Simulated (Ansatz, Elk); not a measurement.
## SbMo2N: X-ray structure factors from the self-consistent density

The structure of SbMo2N used here is made up (a known structure type with other elements) and was relaxed beforehand with PBE. The aim is the Fourier transform of its all-electron density, F(hkl), set beside the sum over free spherical atoms that refinements use.

Main program and level: Elk 11.2.3 (patched build); DFT, PBE, all-electron APW+lo, Dirac cores, scalar-relativistic bands, static density, no spin.

This account leaves out most program logs.

The structure was built from a prototype and need not be the compound's stable phase.

## (1) The structure

Symmetry: P6_3/mmc, No. 194, hexagonal system. The conventional cell has a = 3.336 Å, b = 3.336 Å, c = 12.497 Å, α = 90.00°, β = 90.00°, γ = 120.00°. Nearest to Sb lie 6 Mo at 2.90 Å. Nearest to Mo lie 3 N at 2.15 Å. N has 6 Mo at 2.15 Å nearest. Farther neighbours and most contacts between anions are not listed.

## (2) Ground state and structure factors

An all-electron density is needed, since X-rays see the cores too. Task 0 finds the density and task 195 Fourier-transforms it; tshift is off so that phases refer to the origin typed.

File elk.in:

```
tasks
  0
  195

xctype
  20

spinpol
  .false.

rgkmax
  7.0

gmaxvr
  14.0

lmaxo
  7

lmaxapw
  8

swidth
  0.002

tshift
  .false.

ramdisk
  .false.

hmaxvr
  5.5

maxscl
  120

epspot
  1e-06

sppath
  './'

avec
  6.30337145766 -0.00000000000 0.00000000000
  -3.15168572883 5.45887981183 -0.00000000000
  0.00000000000 -0.00000000000 23.61587218940

atoms
  3
  'Sb.in'
  2
  0.6666666667 0.3333333333 0.2500000000   0.000000 0.000000 0.000000
  0.3333333333 0.6666666667 0.7500000000   0.000000 0.000000 0.000000
  'Mo.in'
  4
  0.3333333333 0.6666666667 0.0760500081   0.000000 0.000000 0.000000
  0.6666666667 0.3333333333 0.5760500081   0.000000 0.000000 0.000000
  0.3333333333 0.6666666667 0.4239499919   0.000000 0.000000 0.000000
  0.6666666667 0.3333333333 0.9239499919   0.000000 0.000000 0.000000
  'N.in'
  2
  -0.0000000000 0.0000000000 0.5000000000   0.000000 0.000000 0.000000
  -0.0000000000 0.0000000000 0.0000000000   0.000000 0.000000 0.000000

ngridk
  8 8 2
```

Command:

```console
$ OMP_NUM_THREADS=4 elk
```

Elapsed: 55 s, on 4 threads of Intel Xeon Platinum 8375C at 2.90GHz (Ice Lake), shared host; peak memory 0.31 GiB; 2.6 min of CPU time.

SFACRHO.OUT:

```text

h k l indices transformed by vhmat matrix:
   1.000000000       0.000000000       0.000000000    
   0.000000000       1.000000000       0.000000000    
   0.000000000       0.000000000       1.000000000    

      h      k      l  multipl.   |H|            Re(F)            Im(F)           |F|

      0      0      0      1   0.0000000       284.00000      0.15155493E-15   284.00000    
      0      0     -1      2  0.26605773      0.33831552E-13 -0.11821463E-13  0.35837423E-13
      0      0     -2      2  0.53211546       7.8398031      0.12386732E-13   7.8398031    
      0      0     -3      2  0.79817318      0.10219948E-12 -0.18431733E-13  0.10384827E-12
      0      0     -4      2   1.0642309       50.862871     -0.14913819E-13   50.862871    
      0     -1      0      6   1.1510027      -101.25500     -0.28123677E-13   101.25500    
      1      0     -1      6   1.1813526      -18.786964     -0.47078862E-15   18.786964    
     -1      1      1      6   1.1813526       18.786964     -0.13632629E-13   18.786964    
      1      0     -2      6   1.2680513       12.658777     -0.21632927E-13   12.658777    
      1      0      2      6   1.2680513       12.658777     -0.15064503E-13   12.658777    
      0      0     -5      2   1.3302886      0.93036768E-13  0.34379624E-13  0.99185678E-13
     -1      0      3      6   1.4006740       181.02914     -0.12837358E-12   181.02914    
      1      0      3      6   1.4006740      -181.02914     -0.50813787E-13   181.02914    
      1     -1     -4      6   1.5676079      -9.7716523      0.27142871E-13   9.7716523    
     -1      1     -4      6   1.5676079      -9.7716523     -0.17936324E-13   9.7716523    
      0      0     -6      2   1.5963464      -187.53734     -0.49533994E-13   187.53734    
     -1      0      5      6   1.7591120       6.1641624      0.14689877E-13   6.1641624    
     -1      0     -5      6   1.7591120      -6.1641624     -0.24590833E-13   6.1641624
```

Elk indexes on the primitive cell of elk.in and gives |H| = 4π sin θ/λ in inverse bohr. Below, one row stands for each form hkl of the conventional cell (m members, Friedel mates merged), F is for one primitive cell and the density is static (no thermal factor). Free-atom factors are Waasmaier and Kirfel's, and R is Σm||F|−|F'||/Σm|F|.

```tsv
hkl	m	sin θ/λ (Å⁻¹)	abs F, DFT	neutral atoms	diff.
001	2	0.040	0.000	0.000	+0.000
002	2	0.080	7.840	7.726	+0.114
003	2	0.120	0.000	0.000	+0.000
004	2	0.160	50.863	50.080	+0.783
100	6	0.173	101.255	101.815	-0.560
101	12	0.178	18.787	18.554	+0.233
102	12	0.191	12.659	12.078	+0.581
005	2	0.200	0.000	0.000	+0.000
103	12	0.211	181.029	181.829	-0.800
104	12	0.236	9.772	9.887	-0.115
006	2	0.240	187.537	189.385	-1.848
105	12	0.265	6.164	6.416	-0.252
007	2	0.280	0.000	0.000	+0.000
106	12	0.296	97.059	97.233	-0.174
```

## (3) The highest occupied states alone

An energy window below the Fermi level keeps the highest occupied states, to see at which angles they scatter; shallow core shells can lie inside it and anion s states outside. No new self-consistency is needed.

elk.in: that of step 2 with these lines changed.

```diff
@@ -1,3 +1,2 @@
 tasks
-  0
   195
@@ -40,2 +39,5 @@
 
+wsfac
+  -0.102710 0.748530
+
 sppath
```

Command:

```console
$ OMP_NUM_THREADS=4 elk
```

Run time: 15 s. Hardware: 4 threads; peak memory 0.19 GiB.

States within 15 eV below the Fermi level hold 40.00 electrons; any levels below the window count with the cores. Their amplitudes can exceed the total, where window and core parts have opposite phase:

```tsv
hkl	sin θ/λ (Å⁻¹)	abs F, window	abs F, all
001	0.040	0.000	0.000
002	0.080	9.114	7.840
003	0.120	0.000	0.000
004	0.160	3.938	50.863
100	0.173	0.338	101.255
101	0.178	1.464	18.787
102	0.191	2.660	12.659
005	0.200	0.000	0.000
103	0.211	4.051	181.029
104	0.236	3.330	9.772
```

## (4) Another functional

The difference from free atoms is small, so it is set against the change that LDA (Perdew-Wang) makes.

elk.in: that of step 3 with these lines changed.

```diff
@@ -1,2 +1,3 @@
 tasks
+  0
   195
@@ -4,3 +5,3 @@
 xctype
-  20
+  3
 
@@ -39,5 +40,2 @@
 
-wsfac
-  -0.102710 0.748530
-
 sppath
```

Command:

```console
$ OMP_NUM_THREADS=4 elk
```

Elapsed: 37 s, on 4 threads; peak memory 0.21 GiB.

Against the first run R = 0.04 %; the largest change is -0.075 at 110.

## (5) Basis size

A smaller basis shows how fast F responds to it; the change is likely larger than the basis error of the first run, but doesn't show convergence.

elk.in: that of step 4 with these lines changed.

```diff
@@ -5,3 +5,3 @@
 xctype
-  3
+  20
 
@@ -11,3 +11,3 @@
 rgkmax
-  7.0
+  5.5
```

Command:

```console
$ OMP_NUM_THREADS=4 elk
```

Run time: 50 s. Hardware: 4 threads; peak memory 0.29 GiB; 2.2 min of CPU time.

Against the first run R = 0.06 %; the largest change is +0.151 at 203.

## (6) Settings against the effect

```tsv
run	R against the first run (%)	R against neutral atoms, low angle (%)	wall time
PBE, rgkmax 7	0.00	0.58	55 s
LDA (Perdew-Wang)	0.04	0.58	37 s
rgkmax 5.5	0.06	0.61	50 s
```

## (7) Results

| Property | Result |
| --- | --- |
| R against neutral atoms, sin θ/λ < 0.3 Å⁻¹ | 0.58 % |
| R against neutral atoms, 0.3 to 0.79 Å⁻¹ | 0.34 % |

Independent neutral atoms miss the calculated amplitudes by R = 0.58 % below 0.3 Å⁻¹ and 0.34 % from there to 0.79 Å⁻¹; by shells, 1.45 % below 0.15 Å⁻¹ (1 form), 0.57 % 0.15 to 0.3 (10 forms), 0.37 % 0.3 to 0.45 (18 forms), 0.33 % above 0.45 (94 forms). Bonding, aspherical density and the tables' own atoms all enter these figures, and the runs don't part them. The largest change of an amplitude is -1.85 electrons, at 006. The window's part falls from 40.0 electrons at the origin to at most 0.56 between 0.45 and 0.79 Å⁻¹. Below 0.3 Å⁻¹ the changes that finished (LDA (Perdew-Wang) and rgkmax 5.5) move F by R = 0.10 % at most, against the 0.58 % that separates it from free atoms. The k-mesh has no finished test. These runs have no spin, though d or f shells may be open. Part of the difference isn't bonding: the tables are fits to free atoms and ions calculated by other methods than this functional. Thermal motion, anomalous dispersion and extinction are left out.

[Logs are printed without paths, hosts, clocks, repeated set-up lines and the standing remarks that a program may print on its own settings, such as how far it seeks lower states.]

[Hosts, paths, dates, database ids (printed as entryN), source tags and the programs' standing remarks are cut or masked in the printed files.]
